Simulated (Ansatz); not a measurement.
# Cs2HgSe2 (Pbam): how G0W0 depends on its starting point

One-shot GW is not self-consistent; how far does the start matter for Cs2HgSe2 (Pbam)?

Calculated with Ansatz 0.2.0; G0W0 on several functionals, plane waves, PAW.

In doubt: masses and optical values from hybrid runs of this build are listed as unsure (step 4), which bears on the screening that GW takes from such a start.

### Step 1. The structure

Symmetry: Pbam, No. 55, orthorhombic system. Conventional cell: a = 8.185 Å, b = 10.330 Å, c = 4.711 Å, α = 90.00°, β = 90.00°, γ = 90.00°. Cs has 6 Se at 3.66 to 3.72 Å and 1 Cs at 3.87 Å nearest. Nearest to Hg lie 2 Se at 2.41 Å. Se has 1 Hg at 2.41 Å and 6 Cs at 3.66 to 3.72 Å nearest. Farther neighbours and most contacts between anions are not listed.

The cell and positions come from the Crystallography Open Database and are kept as given unless a step says otherwise. Spin-orbit coupling is left out unless a step names it.

### Step 2. G0W0 on PBE

G0W0 replaces the xc potential by the self-energy, built once from these orbitals. Only a window of levels is corrected, while the sums run over the empty bands that the input names. This step takes PAW set soft_1 files.

This step: G0W0 on PBE, plane waves, PAW; PAW set soft_1.

input.yaml reads:

```yaml
crystal:
  lattice:
    - [8.1849, 0.0, 0.0]
    - [0.0, 10.3302, 0.0]
    - [0.0, 0.0, 4.7112]
  atoms:
    - { symbol: Cs, position: [0.39222, 0.83311, 0.5] }
    - { symbol: Cs, position: [0.60778, 0.16689, 0.5] }
    - { symbol: Cs, position: [0.89222, 0.66689, 0.5] }
    - { symbol: Cs, position: [0.10778, 0.33311, 0.5] }
    - { symbol: Hg, position: [0.5, 0.5, 0.0] }
    - { symbol: Hg, position: [0.0, 0.0, 0.0] }
    - { symbol: Se, position: [0.23025, 0.59445, 0.0] }
    - { symbol: Se, position: [0.76975, 0.40555, 0.0] }
    - { symbol: Se, position: [0.73025, 0.90555, 0.0] }
    - { symbol: Se, position: [0.26975, 0.09445, 0.0] }
kpoints:
  mp_grid: { grid: [2, 2, 4] }
hamiltonian:
  xc: pbe
  pseudopotentials: { kind: paw, azcp: { folder: soft_1 } }
scf:
  occupations: { method: fixed }
gw:
  n_empty_bands: 420
  ecut_chi: 60
  qp_bands: [v3, c3]
  qp_kpoints: band_edges
  screening: { model: contour_deformation }
```

On the command line:

```console
$ ansatz run input.yaml --threads 2 --pin off --max-ram 92160MiB --backend cuda --events-out ev --progress --plain --runs-dir out --devices 1 --max-vram 13GiB
```

Numbers of over 12 decimals in the logs are rounded to 6 here.

The program printed:

```text
GPUs: using 1 of 1 available (devices: 1).
Engine: ansatz 0.2.0, x86_64-unknown-linux-gnu
Pseudopotentials: kind: paw
Pseudopotential: Cs, paw, valence charge 9, recommended cutoff 420 eV (normal), soft_1/Cs.paw.azcp
Pseudopotential: Hg, paw, valence charge 20, recommended cutoff 420 eV (normal), soft_1/Hg.paw.azcp
Pseudopotential: Se, paw, valence charge 16, recommended cutoff 420 eV (normal), soft_1/Se.paw.azcp
Functional definition: PBE
  parameter kappa = 0.804
  parameter beta = 0.066725
  exchange = pbe_x(kappa = kappa, mu = beta*pi^2/3)
  correlation = pbe_c(beta = beta)
device memory: the entry about to start is reckoned to put 3.6 GiB on a device that reports 52.1 GiB free (of which the cap on the GPU budget leaves the run 13.0 GiB)
GPU FFT provider: cuFFT
GPU libraries: cuBLAS 13.8.2, cuFFT 12.4.0, cuSOLVER 12.3.4
Crystal: 10 atoms, lattice volume = 398.340 Å³
Basis set: ecut = 420 eV, 7743 PW (Γ)
Bands: 84, of which v1, the nominal top of the filled ones, is band 70 counted from 1 (69 counted from 0)
Symmetry: 8 space group operations
Space group: Pbam (ITA 55), of the structure as read, at distance tolerance 7.4e-5 Å
k-points: 12 of 16
Non-local potential: Cs, projectors of the file, l = 0: 3, l = 1: 2, l = 2: 2, l = 3: 2
Non-local potential: Hg, projectors of the file, l = 0: 3, l = 1: 2, l = 2: 2, l = 3: 1
Non-local potential: Se, projectors of the file, l = 0: 2, l = 1: 2, l = 2: 3, l = 3: 1
PAW form: soft (Blöchl's): semilocal exchange-correlation on the pseudo side does not see the compensation charge
PAW one-centre angular grid: Cs, 194 points (default); XC on 64 Gauss nodes
PAW one-centre angular grid: Hg, 590 points (default); XC on 64 Gauss nodes
PAW one-centre angular grid: Se, 590 points (default); XC on 64 Gauss nodes
Initial density: superposition of atomic densities (chi_scale 0.1, normalization cell, long waves kept (reshape's long-wave potential 0.00 eV rms))
Initial wavefunctions: pseudopotential atomic-orbital guess
GPU buffer pool allocated for 138240 grid points (all kernels)
GPU transforms: local potential and band sums: pruned to the plane-wave sphere, on 60×72×32
Functional: x = pbe(κ = 0.804, μ = 0.219515), c = pbe(β = 0.066725)
SCF iter   1: F=—  HF=-72205.750035 eV  |F-HF|=—  |Δ(HF+E_count)|=         —  Δρ=4.04e-2  dr2=1.64e1  ethr=3.10e-3  ⟨swp⟩=4.7  Hψ=3071  notcnv=0  defer=118
preconditioner: auto → Resta (q_TF=auto, 2.292 Å⁻¹)  ε∞=3.9  [insulator: Δε(μ)=1.864 eV  Ē_g=9.449 eV  n_scr=76 (ndim 8)  ℏωp=16.2 eV  f_vac=0.021  ε∞_Penn≈3.9]
SCF iter   2: F=—  HF=-72201.213053 eV  |F-HF|=—  |Δ(HF+E_count)|=    4.54e0  Δρ=1.74e-2  dr2=2.92e0  ethr=3.10e-3  ⟨swp⟩=3.2  Hψ=1883  notcnv=0  defer=126
SCF iter   3: F=—  HF=-72200.053841 eV  |F-HF|=—  |Δ(HF+E_count)|=    1.16e0  Δρ=5.83e-3  dr2=3.45e-1  ethr=2.09e-3  ⟨swp⟩=4.0  Hψ=2031  notcnv=0  defer=132
SCF iter   4: F=—  HF=-72199.935773 eV  |F-HF|=—  |Δ(HF+E_count)|=   1.18e-1  Δρ=2.07e-3  dr2=3.85e-2  ethr=2.46e-4  ⟨swp⟩=3.2  Hψ=1784  notcnv=0  defer=142
SCF iter   5: F=—  HF=-72199.936390 eV  |F-HF|=—  |Δ(HF+E_count)|=   6.16e-4  Δρ=9.18e-4  dr2=5.57e-3  ethr=2.75e-5  ⟨swp⟩=3.0  Hψ=1954  notcnv=0  defer=144
SCF iter   6: F=—  HF=-72199.937847 eV  |F-HF|=—  |Δ(HF+E_count)|=   1.46e-3  Δρ=3.63e-4  dr2=7.47e-4  ethr=3.98e-6  ⟨swp⟩=2.0  Hψ=1668  notcnv=0  defer=144
SCF iter   7: F=—  HF=-72199.938634 eV  |F-HF|=—  |Δ(HF+E_count)|=   7.87e-4  Δρ=9.72e-5  dr2=4.42e-5  ethr=5.34e-7  ⟨swp⟩=3.0  Hψ=1739  notcnv=0  defer=144
SCF iter   8: F=—  HF=-72199.938715 eV  |F-HF|=—  |Δ(HF+E_count)|=   8.13e-5  Δρ=2.17e-5  dr2=3.57e-6  ethr=3.16e-8  ⟨swp⟩=2.0  Hψ=1405  notcnv=0  defer=140
SCF iter   9: F=—  HF=-72199.938719 eV  |F-HF|=—  |Δ(HF+E_count)|=   3.99e-6  Δρ=8.37e-6  dr2=3.43e-7  ethr=2.55e-9  ⟨swp⟩=2.0  Hψ=1346  notcnv=0  defer=142
SCF iter  10: F=-72199.938719 eV  HF=-72199.938719 eV  |F-HF|=1.47e-8  |Δ(HF+E_count)|=   3.09e-7  Δρ=1.38e-6  dr2=1.56e-8  ethr=7.14e-11  ⟨swp⟩=14.5  Hψ=4899  notcnv=0
SCF 1 converged in 10 iterations: F = -72199.938719 eV  dr2 = 1.56e-8
  greatest PAW one-centre occupation: 1.000 electrons in one spin orbital (limit 2), on the Hg atom at site 4 (counted from 0), in its partial waves of l = 0
device memory: the entry about to start is reckoned to put 4.1 GiB (of the 4.3 GiB reckoned in all, the device holds 0.2 GiB already) on a device that reports 46.4 GiB free (of which the cap on the GPU budget leaves the run 12.8 GiB)
NSCF: frozen V_eff on 12 k-points
the band table was solved once the SCF had ended and its energy, with any forces and stress, was formed, with the checks that follow a solve (4053 applications of the Hamiltonian). They found nothing against the state; the energy, forces and stress were not computed again (output.eigenvalues in the input reference)
device memory: the entry about to start is reckoned to put 4.5 GiB on a device that reports 49.4 GiB free (of which the cap on the GPU budget leaves the run 13.0 GiB)
NSCF: frozen V_eff on 12 k-points
G₀W₀ screening: q 1/12
[... further progress lines ...]
SCF converged after 10 iterations
Free energy (F): -72199.938719 eV
Harris-Foulkes:  -72199.938719 eV  (|F-HF|=1.47e-8)
Internal energy: -72199.938719 eV  (E = F + TS)
E sigma→0 (E₀):  -72199.938719 eV
Fermi energy:    5.173163 eV
--- Per-component energies (eV) ---
  E_band       = -2932.076774
  E_kinetic    = 2174.522746
  E_local      = -22303.505315  (includes V_loc(G=0)·N_el)
  E_nonlocal   = -1162.171589
  E_hartree    = 10734.170252
  E_xc         = -1484.029521
  E_vxc        = -1417.140791  (∫ρ·V_xc dr)
  E_paw        = -48675.765348  (= ΣΔE_a)
  E_vpaw       = -1692.122606  (= ΣTr[D̂ρ^β])
  E_aug_tail   = -0.000543  (compensation charges beyond the density's cutoff)
  E_ewald      = -11483.159401
  E_smearing   = -0.000000  (= −TS)
  E_closure    = -0.000000  (closes the sum)
  Σ components = -72199.938719   (vs F -72199.938719, Δ=0.00e0)
--- Band table (eV; the first three rows and the last of 12) ---
  k-point 0: bands = [... 66 lower, 4.8315, 4.9859, 5.1111, 5.1461, 7.1768, 8.0338, 8.2945, 8.8750, ... 10 higher]
  k-point 1: bands = [... 66 lower, 4.6053, 4.7043, 4.8464, 4.8545, 7.5854, 8.0473, 8.1582, 8.8896, ... 10 higher]
  k-point 2: bands = [... 66 lower, 4.4693, 4.5926, 4.6310, 4.8666, 7.9747, 8.0084, 8.0294, 8.1734, ... 10 higher]
  k-point 11: bands = [... 66 lower, 4.4959, 4.4959, 5.0727, 5.0727, 7.5731, 7.5731, 8.3470, 8.3470, ... 10 higher]
--- G₀W₀: contour deformation, 7 samples at zero and on the imaginary axis and 1 off it, 16 q-points, 420 empty bands' worth ---
  eigenvalues of the whole cell's RPA ε∞ on this k-mesh (on a slab, of 1 + 4πα/V) = 3.3242, 3.6135, 4.5991; static W/v taken at q = 0 is 0.256271
  gw.qp_kpoints: band_edges: 12 of 12 stored k-points solved, in 1 pass; an edge of the gap read off the rows below is read off those points alone
    ik  band        ε_KS         Σx   Σc(E_QP)       V_xc       Z   E_QP_lin       E_QP  E_QP is
     0    68      4.9859   -17.5731     2.3060   -14.5485  0.7545     4.2549     4.2673  root
     0    69      5.1111   -17.4270     2.2637   -14.4541  0.7553     4.3904     4.4020  root
     0    70      5.1461   -17.5869     2.2737   -14.6060  0.7558     4.4275     4.4390  root
     0    71      7.1768    -9.4146    -2.7935   -12.8669  0.8054     7.8413     7.8356  root
     0    72      8.0338    -5.1090    -3.0278    -8.5557  0.8101     8.4554     8.4526  root
     0    73      8.2945   -10.6045    -3.0645   -14.5849  0.7888     9.2264     9.2104  root
     1    68      4.7043   -17.0712     2.3397   -13.9830  0.7498     3.9410     3.9560  root
     1    69      4.8464   -17.2206     2.3081   -14.1659  0.7535     4.0858     4.0999  root
     1    70      4.8545   -17.2376     2.2922   -14.2029  0.7542     4.0983     4.1121  root
     1    71      7.5854    -9.8664    -2.8239   -13.4341  0.7985     8.3374     8.3293  root
     1    72      8.0473    -8.2845    -3.0354   -12.0397  0.7993     8.7757     8.7670  root
     1    73      8.1582    -5.5259    -2.9787    -8.9439  0.8076     8.6005     8.5974  root
     2    68      4.5926   -17.0251     2.3720   -13.8755  0.7500     3.7982     3.8150  root
     2    69      4.6310   -17.2095     2.3758   -14.0548  0.7512     3.8355     3.8520  root
     2    70      4.8666   -17.5213     2.3264   -14.4618  0.7540     4.1202     4.1337  root
     2    71      7.9747    -5.4958    -2.9282    -8.8583  0.8065     8.4120     8.4091  root
     2    72      8.0084    -5.7380    -2.9254    -9.0987  0.8063     8.4467     8.4437  root
     2    73      8.0294   -10.5445    -3.0445   -14.5060  0.7926     8.9610     8.9464  root
     3    68      4.6592   -17.0673     2.3062   -14.0113  0.7513     3.8945     3.9095  root
     3    69      5.1372   -17.4906     2.2577   -14.5273  0.7560     4.4202     4.4316  root
     3    70      5.1372   -17.4906     2.2577   -14.5273  0.7560     4.4202     4.4316  root
     3    71      7.6489    -9.2970    -2.8461   -12.8424  0.7993     8.3552     8.3481  root
     3    72      7.6489    -9.2970    -2.8461   -12.8424  0.7993     8.3552     8.3481  root
     3    73      8.6311    -6.4476    -3.1597   -10.1906  0.7992     9.2210     9.2144  root
[...]
10    72      8.1123    -8.9732    -2.9618   -12.6734  0.7959     8.8602     8.8508  root
    10    73      8.3867    -5.4220    -3.0980    -8.9913  0.8059     8.8618     8.8580  root
    11    68      4.4959   -16.9381     2.3737   -13.7738  0.7489     3.6870     3.7051  root
    11    69      5.0727   -17.5896     2.2676   -14.6114  0.7558     4.3504     4.3622  root
    11    70      5.0727   -17.5896     2.2676   -14.6114  0.7558     4.3504     4.3622  root
    11    71      7.5731    -5.0437    -2.9156    -8.3459  0.8127     7.9619     7.9598  root
    11    72      7.5731    -5.0437    -2.9156    -8.3459  0.8127     7.9619     7.9598  root
    11    73      8.3470   -10.3413    -3.1307   -14.4101  0.7901     9.3022     9.2850  root
```

Run time: 65 s. Hardware: 1 × NVIDIA H100 80GB HBM3 (shared by 6 runs) with 2 threads of AMD EPYC 7R13 (Zen 3), shared host; peak memory 2.4 GiB; 98 s of CPU time.

Reading the cycles: dr2 is the Hartree energy of the density residual (eV), the measure of convergence; HF is the Harris–Foulkes estimate of the energy, which meets the free energy F at convergence.

Numbers from this step:

```yaml
bands_summed: 490
rpa_eps_infinity_on_this_mesh_eigenvalues: 3.324, 3.614, 4.599
plane_waves_in_the_screening_matrix: 415
q_points_in_the_mesh: 16
g0w0_gap_on_the_mesh: 3.358 eV
k_of_the_valence_top: -0.5, 0, 0
k_of_the_conduction_bottom: 0, 0, 0
starting_gap_on_the_mesh: 2.004 eV
z_at_the_valence_top: 0.7567
z_at_the_conduction_bottom: 0.8054
least_direct_g0w0_gap_on_the_computed_points: 3.397 eV
```

The gap on the mesh goes from 2.00 eV to 3.36 eV, a correction of +1.35 eV. Between the two edge states, bare exchange in place of the xc potential would open the gap by 6.40 eV, and correlation takes back 5.04 eV.

### Step 3. G0W0 on r2SCAN

One-shot GW remembers its start. Another functional's orbitals and levels show by how much.

This step: G0W0 on r2SCAN, plane waves, PAW; PAW set soft_1.

Changes to input.yaml since step 2:

```diff
@@ -19,3 +19,3 @@
 hamiltonian:
-  xc: pbe
+  xc: r2scan
   pseudopotentials: { kind: paw, azcp: { folder: soft_1 } }
```

The program printed:

```text
GPUs: using 1 of 1 available (devices: 1).
[...]
GPU FFT provider: cuFFT
GPU libraries: cuBLAS 13.8.2, cuFFT 12.4.0, cuSOLVER 12.3.4
Crystal: 10 atoms, lattice volume = 398.340 Å³
Basis set: ecut = 500 eV, 10101 PW (Γ), exchange–correlation on 240×320×144 points (64 copies of the dense FFT grid, shifted against one another)
Bands: 84, of which v1, the nominal top of the filled ones, is band 70 counted from 1 (69 counted from 0)
[... 1 set-up line as in the run before ...]
[...]
k-points: 12 of 16
[...]
GPU buffer pool allocated for 172800 grid points (all kernels)
GPU transforms: local potential: pruned to the plane-wave sphere, on 60×75×36; band sums: pruned to the plane-wave sphere, on 60×80×36
[...]
SCF iter   1: F=—  HF=-72331.111659 eV  |F-HF|=—  |Δ(HF+E_count)|=         —  Δρ=3.76e-2  dr2=1.33e1  dr2_τ=2.11e-1  ethr=3.10e-3  ⟨swp⟩=4.9  Hψ=3069  notcnv=0  defer=126
[...]
SCF iter  10: F=-72326.537825 eV  HF=-72326.537825 eV  |F-HF|=4.03e-9  |Δ(HF+E_count)|=   7.33e-8  Δρ=1.03e-6  dr2=6.02e-9  dr2_τ=1.88e-10  ethr=7.14e-11  ⟨swp⟩=14.6  Hψ=4713  notcnv=0
SCF 1 converged in 10 iterations: F = -72326.537825 eV  dr2 = 6.02e-9
[...]
NSCF: frozen V_eff on 12 k-points
[...]
G₀W₀ screening: q 1/12
[... further progress lines ...]
SCF converged after 10 iterations
Free energy (F): -72326.537825 eV
[...]
Internal energy: -72326.537825 eV  (E = F + TS)
E sigma→0 (E₀):  -72326.537825 eV
Fermi energy:    4.916486 eV
[...]
--- Band table (eV; the first three rows and the last of 12) ---
  k-point 0: bands = [... 66 lower, 4.5494, 4.7194, 4.8543, 4.8871, 7.2650, 8.0596, 8.3404, 8.9235, ... 10 higher]
  k-point 1: bands = [... 66 lower, 4.3328, 4.4446, 4.5878, 4.5957, 7.6251, 8.0784, 8.1910, 8.9268, ... 10 higher]
  k-point 2: bands = [... 66 lower, 4.2119, 4.3335, 4.3676, 4.6023, 7.9471, 7.9933, 8.0890, 8.2214, ... 10 higher]
  k-point 11: bands = [... 66 lower, 4.2486, 4.2486, 4.8128, 4.8128, 7.5635, 7.5635, 8.4166, 8.4166, ... 10 higher]
[...]
0    68      4.7194   -17.6688     2.2087   -14.9428  0.7698     4.1968     4.2021  root
     0    69      4.8543   -17.5482     2.1696   -14.8734  0.7704     4.3442     4.3492  root
     0    70      4.8871   -17.6931     2.1781   -15.0136  0.7709     4.3808     4.3857  root
     0    71      7.2650    -9.4757    -2.7395   -12.9768  0.8175     8.0334     8.0266  root
     0    72      8.0596    -5.0611    -2.9510    -8.5094  0.8230     8.5603     8.5569  root
     0    73      8.3404   -10.5721    -2.9955   -14.6255  0.8036     9.4168     9.3983  root
     1    68      4.4446   -17.2118     2.2397   -14.4181  0.7657     3.8838     3.8905  root
     1    69      4.5878   -17.3502     2.2111   -14.5874  0.7688     4.0297     4.0361  root
[...]
11    70      4.8128   -17.6974     2.1750   -15.0121  0.7711     4.2974     4.3025  root
    11    71      7.5635    -4.9733    -2.8450    -8.3018  0.8252     8.0500     8.0471  root
    11    72      7.5635    -4.9733    -2.8450    -8.3018  0.8252     8.0500     8.0471  root
    11    73      8.4166   -10.3900    -3.0561   -14.5163  0.8046     9.5059     9.4867  root
```

Run time: 42 s. Hardware: 1 × NVIDIA H100 80GB HBM3 (shared by 6 runs) with 2 threads; peak memory 3.2 GiB.

This step gave:

- bands summed: 490
- RPA ε∞ on this mesh (eigenvalues): 3.029, 3.301, 4.199
- plane waves in the screening matrix: 415
- q-points in the mesh: 16
- G0W0 gap on the mesh: 3.604 eV
- k of the valence top: -0.5, 0, 0
- k of the conduction bottom: 0, 0, 0
- starting gap on the mesh: 2.348 eV
- Z at the valence top: 0.7717
- Z at the conduction bottom: 0.8175
- least direct G0W0 gap on the computed points: 3.641 eV

Against the run with 2×2×4 mesh, 420 empty bands, screening to 60 eV, PAW set soft_1 files on PBE, the gap moves by +0.25 eV, while the start moved by +0.34 eV.

### Step 4. G0W0 on HSE06

This step: G0W0 on HSE06, plane waves, PAW; PAW set soft_1.

Changes to input.yaml since step 3:

```diff
@@ -19,3 +19,3 @@
 hamiltonian:
-  xc: r2scan
+  xc: hse06
   pseudopotentials: { kind: paw, azcp: { folder: soft_1 } }
```

The program printed:

```text
GPUs: using 1 of 1 available (devices: 1).
[...]
davidson cushion auto → on  (no smearing: the cushion is to keep the highest requested band from converging to the state above it; pin scf.eigensolver.cushion to override)
[...]
GPU FFT provider: cuFFT
GPU libraries: cuBLAS 13.8.2, cuFFT 12.4.0, cuSOLVER 12.3.4
Crystal: 10 atoms, lattice volume = 398.340 Å³
Basis set: ecut = 420 eV, 7743 PW (Γ)
[...]
1    68      4.0582   -17.0870     2.0754   -14.6693  0.7846     3.7140     3.7160  root
     1    69      4.2066   -17.2236     2.0507   -14.8335  0.7872     3.8654     3.8673  root
[...]
11    70      4.4488   -17.5526     2.0219   -15.2197  0.7891     4.1363     4.1377  root
    11    71      7.7476    -4.7720    -2.7952    -7.9115  0.8385     8.0932     8.0920  root
    11    72      7.7476    -4.7720    -2.7952    -7.9115  0.8385     8.0932     8.0920  root
    11    73      8.7527    -9.7859    -2.9763   -13.5725  0.8207     9.5710     9.5631  root
[key lines of the parts left out:]
Free energy (F): -72232.609236 eV
Fermi energy:    4.559137 eV
```

It took 3 min on 1 × NVIDIA H100 80GB HBM3 (shared by 6 runs) with 2 threads; peak memory 3.4 GiB.

Numbers from this step:

- bands summed: 490
- RPA ε∞ on this mesh (eigenvalues): 2.885, 3.103, 3.870
- plane waves in the screening matrix: 415
- G0W0 gap on the mesh: 3.781 eV
- k of the valence top: -0.5, 0, 0
- k of the conduction bottom: 0, 0, 0
- starting gap on the mesh: 2.888 eV
- least direct G0W0 gap on the computed points: 3.823 eV

Against the run with 2×2×4 mesh, 420 empty bands, screening to 60 eV, PAW set soft_1 files on r2SCAN, the gap moves by +0.18 eV, while the start moved by +0.54 eV.

### Step 5. Side by side

All on the 2×2×4 mesh with 420 empty bands and screening to 60 eV. Times are wall times on 1 × NVIDIA H100 80GB HBM3 (shared by 6 runs) with 2 threads of AMD EPYC 7R13 (Zen 3), shared host, good to a factor of about two.

```tsv
start	starting gap (eV)	shift (eV)	G0W0 gap (eV)	RPA ε∞ (harmonic mean)	Z (valence, conduction)	time
PBE	2.00	+1.35	3.36	3.77	0.76, 0.81	65 s
r2SCAN	2.35	+1.26	3.60	3.44	0.77, 0.82	42 s
HSE06	2.89	+0.89	3.78	3.24	0.79, 0.83	3 min
```

How the two edges are built up, in eV (the quasiparticle level is the starting level plus Σx plus Σc less Vxc):

```tsv
run	edge	start	Σx	Σc	Vxc	Z	QP
PBE	valence top	5.17	-17.60	2.25	-14.66	0.76	4.48
PBE	conduction bottom	7.18	-9.41	-2.79	-12.87	0.81	7.84
r2SCAN	valence top	4.92	-17.71	2.16	-15.06	0.77	4.42
r2SCAN	conduction bottom	7.26	-9.48	-2.74	-12.98	0.82	8.03
HSE06	valence top	4.56	-17.57	2.01	-15.27	0.79	4.26
HSE06	conduction bottom	7.45	-8.85	-2.72	-12.16	0.83	8.04
```

For a hybrid start, Vxc holds its share of exact exchange.

### Step 6. Results

```yaml
g0w0_pbe: 3.36 eV (start 2.00 eV)
g0w0_r2scan: 3.60 eV (start 2.35 eV)
g0w0_hse06: 3.78 eV (start 2.89 eV)
known_limits: not at the basis limit; no spin-orbit coupling; coarse k mesh
```

In words: The starting gaps span 0.88 eV and the G0W0 gaps 0.42 eV. Between PBE and HSE06, 0.42 eV of the 0.88 eV survives, 48 %. HSE06 screens less than PBE (ε∞ 3.24 against 3.77). Of the 0.42 eV by which its G0W0 gap is higher, the correlation part gives +0.32 eV, and exchange with the one-particle terms, which follow the orbitals, +0.11 eV. The smallest correction, +0.89 eV, is on HSE06, the start nearest to reproducing itself. Bands and cutoff are finite, so the gap is not at the basis limit. The miss can reach some tenths of an eV and take either sign; the mesh is an error of its own. The 2×2×4 mesh is coarse for this cell (its supercell is 16 Å along the shortest edge). The RPA ε∞ on it, from the PBE start, is 3.32, 3.61 and 4.60; such meshes misread the long-range screening, most where the gap is narrow. The many-body steps are scalar-relativistic: spin-orbit coupling is not in them.

[Paths, hosts, dates, memory and timing lines, banners, echoed tables and standing remarks are left out of the program output.]

[Logs are printed without paths, hosts, clocks, repeated set-up lines and the standing remarks that a program may print on its own settings, such as how far it seeks lower states.]

[Runs of the session that timed out or met a known fault of the program may be left out.]

[Cells called generated may have been cut or substituted from an entry of the Crystallography Open Database or the Materials Project.]

[Hosts, paths, dates, database ids (printed as entryN), source tags and the programs' standing remarks are cut or masked in the printed files.]
